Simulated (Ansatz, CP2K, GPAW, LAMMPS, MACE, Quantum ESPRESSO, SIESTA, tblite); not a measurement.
**Liquid Zn38Se23S15 at 2640 K (76 atoms): other programs against plane waves**

Aim: forces, pressure of liquid Zn38Se23S15 at 2640 K (76 atoms) at one geometry, from other programs and methods, against plane-wave PBE.

Results are calculated, not measured.

### Step 1. The structure

The cell holds 76 atoms (38 Zn, 23 Se and 15 S), with edges of 11.92, 11.92 and 11.92 Å. Recipe: 76 atoms (38 Zn, 23 Se, 15 S) placed at random at 4.69 g/cm³, melted at 2640 K for 10 ps at fixed volume with the Stillinger-Weber II-VI potential (Zhou et al., Phys. Rev. B 88, 085309 (2013)). Snapshot at the end of a hold of 5 ps at 2640 K and fixed volume. The density is 4.69 g/cm³.

### Step 2. The reference input

Quantum ESPRESSO 7.5: Kohn-Sham DFT, PBE, SSSP efficiency 1.3.0 pseudopotentials, plane waves. Its input, pw.in:

```
&control
  calculation = 'scf'
  pseudo_dir = './pseudo'
  outdir = './tmp'
  disk_io = 'none'
  tprnfor = .true.
  tstress = .true.
/
&system
  ibrav = 0
  nat = 76
  ntyp = 3
  ecutwfc = 45
  ecutrho = 360
  nosym = .true.
  occupations = 'smearing'
  smearing = 'fd'
  degauss = 0.003675
/
&electrons
  conv_thr = 3.8e-07
  electron_maxstep = 100
  mixing_beta = 0.4
  mixing_mode = 'plain'
  diagonalization = 'david'
/
ATOMIC_SPECIES
Zn 65.380 Zn.upf
Se 78.971 Se.upf
S 32.060 S.upf
CELL_PARAMETERS angstrom
11.92180 0.00000 0.00000
0.00000 11.92180 0.00000
0.00000 0.00000 11.92180
ATOMIC_POSITIONS crystal
Zn 0.34853 0.01565 0.18227
Zn 0.10537 0.28323 0.57893
Zn 0.88272 0.07008 0.88003
Zn 0.32808 0.93937 0.82776
[... 70 atom lines left out ...]
S 0.28900 0.87466 0.63995
S 0.31915 0.23300 0.19279
K_POINTS gamma
```

```console
$ OMP_NUM_THREADS=1 mpirun -np 4 pw.x -in pw.in > output.txt
```

It took 8.1 min on 4 MPI ranks of Arm Neoverse V2, shared host; peak memory 4.5 GiB; 32 min of CPU time.

It converged with an r.m.s. force component of 0.71 eV/Å and a pressure of -2.1 GPa.

### Step 3. What was run beside it

- CP2K 2026.2: Gaussian basis with GTH pseudopotentials and a plane-wave density; labels give functional, basis (MOLOPT sets; SR short-range, UZH the newer set with its own potentials), grid cutoff/relative cutoff and solver (OT: orbital transformation; TRS4, TC2, SIGN: linear-scaling purification with its sparsity filter), or its built-in tight binding.
- GPAW 26.7.0: PAW with atomic orbitals (LCAO), plane waves or a real-space grid of spacing h.
- MACE: machine-learned potential, published weights.
- SIESTA 5.4.2: numerical atomic orbitals, whose automatically made sets are far from complete, with PseudoDojo norm-conserving potentials that we converted to its format (checked against plane waves on the same files for H, C, O, Si, Ge and Ca alone); labels give functional, basis size, energy shift and mesh cutoff.
- tblite 0.8.0: extended tight binding, driven from Python.

All use the same cell and atoms, and the electronic-structure runs the same k-mesh.

### Step 4. Side by side

Differences are against the reference: forces as r.m.s. over components, share as that over the reference's r.m.s. force, slope as the fitted ratio of a run's forces to the reference's.

```csv
run,"Δ force, r.m.s. (meV/Å)",share (%),slope,Δ pressure (GPa),cores,CPU time,memory (GiB)
reference,-,-,-,-,4,32 min,4.5
"CP2K PBE, DZVP-MOLOPT-SR, 400/50 Ry, diagonalisation (coarse)",185,26.2,1.040,1.22,4,5.4 min,4.8
"CP2K PBE, DZVP-MOLOPT-SR, 560/50 Ry, diagonalisation (coarse)",48.4,6.85,1.030,0.646,4,6.3 min,7.1
"CP2K PBE, DZVP-MOLOPT-SR, 800/50 Ry, diagonalisation",40.4,5.72,1.030,0.650,2,6.1 min,8.1
"GPAW PBE, LCAO dzp, h 0.2 Å",49.8,7.04,1.014,-,1,4.5 min,1.9
"GPAW PBE, LCAO sz(dzp), h 0.2 Å (coarse)",345,48.8,1.119,-,1,1.9 min,1.6
"GPAW PBE, LCAO szp(dzp), h 0.2 Å (coarse)",94.1,13.3,1.006,-,1,3.2 min,1.8
MACE MP-0b2 small potential,217,30.7,0.971,0.613,1,5.1 s,0.68
MACE MP-0b3 medium potential,204,28.9,0.973,0.337,1,5.3 s,0.9
MACE MPA-0 medium potential,147,20.9,0.991,0.299,1,5.4 s,0.89
"SIESTA PBE, DZP, shift 0.01 Ry, mesh 500 Ry",237,33.6,1.118,-2.36,2,5 min,1.9
"SIESTA PBE, DZP, shift 0.04 Ry, mesh 500 Ry (coarse)",472,66.8,1.172,-25.8,2,3.4 min,1.4
"SIESTA PBE, SZP, shift 0.01 Ry, mesh 500 Ry (coarse)",401,56.7,1.222,-7.59,2,4.1 min,1.7
tblite GFN1-xTB,325,46.0,0.783,4.40,1,3.7 s,0.13
```

Rows marked coarse were listed beforehand as settings not expected to be converged; some can still land near the reference.

Times of the machine-learned potentials are mostly Python's start and the loading of weights.

CPU time is summed over cores on shared hosts, so it is rough.

### Step 5. Findings

Forces lie from 5.7 % (CP2K PBE, DZVP-MOLOPT-SR, 800/50 Ry, diagonalisation) to 67 % (SIESTA PBE, DZP, shift 0.04 Ry, mesh 500 Ry, coarse) of the reference's r.m.s. force of 0.71 eV/Å away from it. The PBE runs in local orbitals, coarse settings apart, differ by 5.7 % (CP2K PBE, DZVP-MOLOPT-SR, 800/50 Ry, diagonalisation) to 34 % (SIESTA PBE, DZP, shift 0.01 Ry, mesh 500 Ry); basis, grid and potentials can all enter. Tight binding differs by 46 % (tblite GFN1-xTB); it is another model, with fitted parameters of its own, and the xTB methods hold dispersion. Machine-learned potentials differ by 21 % (MACE MPA-0 medium potential) to 31 % (MACE MP-0b2 small potential); they were trained on other programs' data.

Runs with settings chosen to be coarse differ by 6.8 % (CP2K PBE, DZVP-MOLOPT-SR, 560/50 Ry, diagonalisation) to 67 % (SIESTA PBE, DZP, shift 0.04 Ry, mesh 500 Ry), their programs' other errors included. SIESTA PBE, DZP, shift 0.01 Ry, mesh 500 Ry stiffens the forces by a factor of 1.12 while following their directions (correlation 0.963). From CP2K PBE, DZVP-MOLOPT-SR, 400/50 Ry, diagonalisation to the finer CP2K PBE, DZVP-MOLOPT-SR, 800/50 Ry, diagonalisation the share falls from 26 to 5.7 %. Pressures at PBE, coarse settings apart, lie -2.36 to +0.65 GPa from the reference's. A pressure off by over 25 GPa (SIESTA PBE, DZP, shift 0.04 Ry, mesh 500 Ry) is no usable stress for this cell.

Caveats: Periodic xTB results under one method name differ between programs and library versions. The potentials hold different valence shells: 988 electrons in the reference, 684 in CP2K with DZVP-MOLOPT-SR, 684 in GPAW and 1218 in SIESTA; this bears on time and differences. The reference's pressure holds the uncorrected Pulay stress of its 45 Ry basis, so small pressure differences may be the reference's own error. The frame stands for 2640 K, but pressures are static and levels are smeared at 580 K, under the temperature of the frame, which matters where levels are partly filled. Machine-learned potentials mimic data converged in k, so the reference's own k-point error enters their differences. The network of bonds at the start is that of the classical potential that made the cell, and needn't be the one that DFT or experiment would give. The electronic-structure runs sample only Γ, in a cell whose shortest periodic width is 12 Å, which is coarse for a cell with partly filled levels. CP2K warns in some runs that its smearing reaches the highest orbitals computed, so too few empty orbitals were added. Spin–orbit coupling is left out. Where levels are smeared, the DFT runs use Fermi–Dirac occupations at 580 K (0.05 eV), and energies are free energies. The reference's cutoffs and mesh weren't converged further here.

[Logs are printed without paths, hosts, clocks, repeated set-up lines and the standing remarks that a program may print on its own settings, such as how far it seeks lower states.]

[Hosts, paths, dates, database ids (printed as entryN), source tags and the programs' standing remarks are cut or masked in the printed files.]

[Cells were taken only where this reference lay near another plane-wave run.]
